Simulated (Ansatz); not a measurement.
# CaTi, from a guessed structure to a relaxed one, part 2 of 2

Starting from a made-up structure for CaTi, the aim is the relaxed cell, its shortest contacts and, where a second run follows, its electronic structure.

Ansatz 0.2.0; DFT, PBE, plane-wave PAW, files of the set soft_1, scalar-relativistic, no spin, cell and ions relaxed at zero pressure; PAW set soft_1 (the session's first sound run).

So far: The structure; Relaxing cell and atoms. The relaxed cell has a = 3.205, c = 10.373 Å (conventional setting).

**3. Bands of the relaxed cell**

A second self-consistent run takes a narrower smearing and the mesh shown in its input; the bands follow along the standard path of the relaxed lattice.

This step: DFT, PBE, plane-wave PAW, files of the set soft_1, scalar-relativistic, no spin, bands and density of states at the relaxed cell; PAW set soft_1 (Ansatz 0.2.0).

File input.yaml:

```yaml
crystal:
  lattice:
    - [3.2049483311, 0.0, 0.0]
    - [0.0, 3.2049483311, 0.0]
    - [0.0, 0.0, 10.3730955589]
  atoms:
    - { symbol: Ti, position: [0.5, 0.0, 0.4204080237] }
    - { symbol: Ti, position: [0.0, 0.5, 0.5795919763] }
    - { symbol: Ca, position: [0.5, 0.0, 0.8406375114] }
    - { symbol: Ca, position: [0.0, 0.5, 0.1593624886] }
kpoints:
  mp_grid: { grid: [10, 10, 4] }
  band_path:
    path:
      - [[0.0, 0.0, 0.0], [0.0, 0.5, 0.0], [0.5, 0.5, 0.0], [0.0, 0.0, 0.0], [0.0, 0.0, 0.5], [0.0, 0.5, 0.5], [0.5, 0.5, 0.5], [0.0, 0.0, 0.5]]
      - [[0.0, 0.5, 0.0], [0.0, 0.5, 0.5]]
      - [[0.5, 0.5, 0.0], [0.5, 0.5, 0.5]]
    npoints: 8
scf:
  occupations: { method: fermi_dirac, width: 0.03 }
  n_extra_bands: 8
hamiltonian:
  xc: pbe
  pseudopotentials: { kind: paw, azcp: { folder: soft_1 } }
output:
  forces: true
  stress: true
  write_bands: true
  dos: { projected: true }
  write_density: true
  write_potential: true
  elf: true
  volumetric_format: npy
```

The run is started by

```
$ ansatz run input.yaml --threads 4 --pin off --max-ram 8192MiB --backend cpu --events-out ev --progress --plain --runs-dir out
```

Numbers of over 12 decimals in the logs are rounded to 6 here.

What it wrote:

```text
[...]
Crystal: 4 atoms, lattice volume = 106.549 Å³
Basis set: ecut = 420 eV, 2091 PW (Γ), exchange–correlation on 48×48×144 points (8 copies of the dense FFT grid, shifted against one another)
Bands: 30, of which v1, the nominal top of the filled ones, is band 22 counted from 1 (21 counted from 0)
Symmetry: 16 space group operations
[...]
k-points: 63 of 400
[...]
SCF iter   1: F=—  HF=-8640.211162 eV  |F-HF|=—  |Δ(HF+E_count)|=         —  Δρ=1.59e-1  dr2=2.65e2  ethr=3.10e-3  ⟨swp⟩=9.2  Hψ=10249  notcnv=0
[...]
SCF iter  11: F=-8631.687481 eV  HF=-8631.687481 eV  |F-HF|=2.10e-9  |Δ(HF+E_count)|=   2.91e-8  Δρ=1.63e-6  dr2=3.88e-9  ethr=2.27e-10  ⟨swp⟩=13.3  Hψ=12975  notcnv=0
SCF 1 converged in 11 iterations: F = -8631.687481 eV  dr2 = 3.88e-9
[...]
NSCF: frozen V_eff on 75 k-points
SCF converged after 11 iterations
Free energy (F): -8631.687481 eV
[...]
Internal energy: -8631.676062 eV  (E = F + TS)
E sigma→0 (E₀):  -8631.681771 eV
Entropy (-TS):   -0.011419 eV (-2.855 meV/atom)
Fermi energy:    8.347571 eV
[...]
--- Forces (eV/Å), atoms counted from 1 ---
  atom   1  Ti     0.00000000     0.00000000     0.02342558
  atom   2  Ti     0.00000000     0.00000000    -0.02342558
  atom   3  Ca     0.00000000     0.00000000     0.01064826
  atom   4  Ca    -0.00000000     0.00000000    -0.01064826
  max |Σ_I F_I| component: 3.47e-18 eV/Å
--- Stress (GPa, compression-positive) ---
       -0.071777       0.000000       0.000000
        0.000000      -0.071777       0.000000
        0.000000       0.000000       0.192594
  P = ⅓ Tr σ = 0.0163 GPa (0.163 kbar)
--- Band table (eV; the first three rows and the last of 63) ---
  k-point 0: bands = [... 18 lower, 5.1603, 6.6677, 6.8157, 8.5049, 9.0153, 9.1007, 9.1007, 9.3847, ... 4 higher]
  k-point 1: bands = [... 18 lower, 5.7466, 6.6082, 6.8161, 8.2472, 8.9943, 9.1012, 9.1012, 9.6175, ... 4 higher]
  k-point 2: bands = [... 18 lower, 6.1996, 6.4271, 6.8165, 8.0287, 8.9756, 9.1018, 9.1018, 9.6709, ... 4 higher]
  k-point 62: bands = [... 18 lower, 7.4199, 7.4199, 7.8159, 7.8159, 8.5348, 8.5348, 9.8048, 9.8048, ... 4 higher]
```

Elapsed: 4.9 s, on 4 threads of Arm Neoverse V2, shared host; peak memory 0.49 GiB.

In the SCF lines HF is the Harris–Foulkes energy and dr2 the Hartree energy of the density residual, in eV; the loop may stop once dr2 is under the threshold and the program's other checks hold. Hψ counts applications of the Hamiltonian.

Numbers from this step:

```
free energy             : -8631.6875 eV
energy at zero smearing : -8631.6818 eV
smearing term TS        : 0.01142 eV
Fermi energy            : 8.348 eV
pressure                : 0.01635 GPa
```

From bands.tsv, the bands that come nearest the Fermi level along the path, at its corners, in eV from the Fermi level:

```tsv
point	band 19	band 20	band 21	band 22	band 23	band 24	band 25	band 26
Γ	-3.19	-1.68	-1.53	0.16	0.67	0.75	0.75	1.04
X	-1.22	-1.22	-0.04	-0.04	0.28	0.28	0.39	0.39
M	-0.93	-0.93	-0.46	-0.46	0.31	0.31	1.00	1.00
Γ	-3.19	-1.68	-1.53	0.16	0.67	0.75	0.75	1.04
Z	-2.15	-1.92	-1.53	-0.32	0.63	0.75	0.75	1.32
R	-1.21	-1.21	-0.07	-0.07	0.28	0.28	0.39	0.39
A	-0.93	-0.93	-0.53	-0.53	0.19	0.19	1.46	1.46
Z	-2.15	-1.92	-1.53	-0.32	0.63	0.75	0.75	1.32
X	-1.22	-1.22	-0.04	-0.04	0.28	0.28	0.39	0.39
R	-1.21	-1.21	-0.07	-0.07	0.28	0.28	0.39	0.39
M	-0.93	-0.93	-0.46	-0.46	0.31	0.31	1.00	1.00
A	-0.93	-0.93	-0.53	-0.53	0.19	0.19	1.46	1.46
```

States per cell as run, both spins, in windows of 1 eV, from dos.tsv (zero at the Fermi level):

| from | to | total |
| --- | --- | --- |
| -8 | -7 | 0.00 |
| -7 | -6 | 0.00 |
| -6 | -5 | 0.01 |
| -5 | -4 | 0.39 |
| -4 | -3 | 0.77 |
| -3 | -2 | 1.81 |
| -2 | -1 | 4.38 |
| -1 | 0 | 4.66 |
| 0 | 1 | 8.34 |

A further 32.0 states lie below the table's range.

Electrostatic potential energy in the ac plane at fractional y = 0.000, with atoms of Ti and Ca within 0.2 Å of it. With pseudopotentials it is smooth inside the atoms' cores, unlike the true potential.

Values in eV, 24 rows by 14 columns, each cell a mean:
```
 10  10  10   9   8   7   6   6   6   7   8   9  10  10
  9   8   7   5   2  -3  -7  -9  -7  -2   2   5   7   8
  7   6   3  -2 -13 -29 -35 -36 -35 -26 -11  -1   4   6
  6   5   1  -7 -25 -40 -40 -40 -40 -39 -22  -6   2   5
  7   6   3  -3 -16 -33 -39 -40 -38 -30 -14  -2   4   6
  9   8   7   4   0  -7 -12 -14 -11  -5   1   5   7   8
 10  10   9   9   8   6   6   5   6   7   8   9   9  10
 10  10  10  10  10  10  10  10  10  10  10  10  10  10
 10  10  10  11  11  11  11  11  11  11  11  11  10  10
  9   9  10  10  11  11  11  11  11  11  11  10  10   9
 10  10  10  10  10   9   9   9   9   9  10  10  10  10
 11  10   9   7   4  -1  -5  -6  -5   0   5   8   9  10
 10   9   6  -1 -14 -25 -30 -31 -30 -23 -11   1   7   9
  9   8   3  -9 -25 -33 -34 -34 -34 -32 -22  -6   4   8
  9   8   4  -5 -20 -30 -33 -33 -33 -28 -17  -3   5   8
 10   9   7   4  -2 -10 -16 -17 -15  -9  -1   5   8   9
 10  10  10   9   8   6   5   5   5   7   8   9  10  10
 10  10  10  10  10  10  10  10  10  10  10  10  10  10
  8   8   9   9  10  11  11  11  11  11  10   9   9   8
  6   7   7   8  10  11  11  11  11  10   9   8   7   7
  6   7   7   8  10  10  11  11  11  10   9   8   7   7
  8   8   9   9  10  11  11  11  11  11  10   9   8   8
 10  10  10  10  11  11  11  11  11  11  11  10  10  10
 11  11  11  11  10  10  10  10  10  10  10  11  11  11
```
Columns run along a (3.2 Å; values clipped at the 3rd and 97th percentile), rows up along c (10.4 Å). Atoms in or near the plane, at fractional coordinates: Ti at (0.50, 0.42), Ca at (0.50, 0.84).

Valence density in the ac plane at fractional y = 0.000, with atoms of Ti and Ca within 0.2 Å of it. It is the smooth field of the valence electrons, not physical close to the nuclei.

Ten steps, logarithmic in the rise over the least value, from '0' (0 e/Å³) to '9' (11 e/Å³), each cell a mean:
```
00000000000000000
00001133443311000
00013467777643100
00024678888764200
00013567887653100
00001234554321000
00000000000000000
00000000000000000
00000000000000000
11111100000011111
11111111111111111
11111223333221111
11123467887643211
11124689999864211
01113578998753111
00011245555421100
00000111111110000
00000000000000000
00000000000000000
00000000000000000
00000000000000000
00000000000000000
00000000000000000
00000000000000000
```
Columns run along a (3.2 Å), rows up along c (10.4 Å). Atoms in or near the plane, at fractional coordinates: Ti at (0.50, 0.42), Ca at (0.50, 0.84).

ELF in the ac plane at fractional y = 0.000, with atoms of Ti and Ca within 0.2 Å of it. It is the smooth field of the valence electrons, not physical close to the nuclei.

Ten even steps from '0' (0.05) to '9' (0.85), each cell a mean:
```
55421000000001245
21000135665310001
00014899999984100
00027999999997200
00015899999985100
22000256776520002
54321000000001234
44444443333444444
33345667777665433
44455666666665544
77765443333445677
99853112222113589
88521367887631258
54113788778873114
32002588778852002
33100134554310013
54433222222223344
44556677777766554
11245788998875421
00013578888753100
00013567887653100
11134577887754311
44456777777776544
66666554444556666
```
Columns run along a (3.2 Å), rows up along c (10.4 Å). Atoms in or near the plane, at fractional coordinates: Ti at (0.50, 0.42), Ca at (0.50, 0.84).

**4. Outcome**

```json
{"space group, relaxed": "P4/nmm", "conventional cell": "a = 3.205, b = 3.205, c = 10.373 Å; α = 90.0°, β = 90.0°, γ = 90.0°", "volume per atom": "26.64 Å³ (guess 25.97)"}
```

In words: CaTi relaxes to P4/nmm with a = 3.205, b = 3.205 and c = 10.373 Å. The guessed volume was 2 % too small. The space group P4/nmm was held in the relaxation, so the end point is a stationary structure within it and may be a saddle against distortions or other arrangements. Bands cross the Fermi level, so it is a metal or semimetal at this level. On the 10×10×4 mesh with the narrower smearing (relaxed on 8×8×3) the largest force component is 0.023 eV/Å and the largest stress component is 0.193 GPa, against the relaxation's thresholds of 0.015 eV/Å and 0.05 GPa. The cutoff wasn't tested. No dispersion term is used, so weakly bound directions may come out too long. The runs have no spin, and magnetism wasn't tested. Nothing here tests whether the compound is stable against decomposition.

[Logs are printed without paths, hosts, clocks, repeated set-up lines and the standing remarks that a program may print on its own settings, such as how far it seeks lower states.]

[Hosts, paths, dates, database ids (printed as entryN), source tags and the programs' standing remarks are cut or masked in the printed files.]
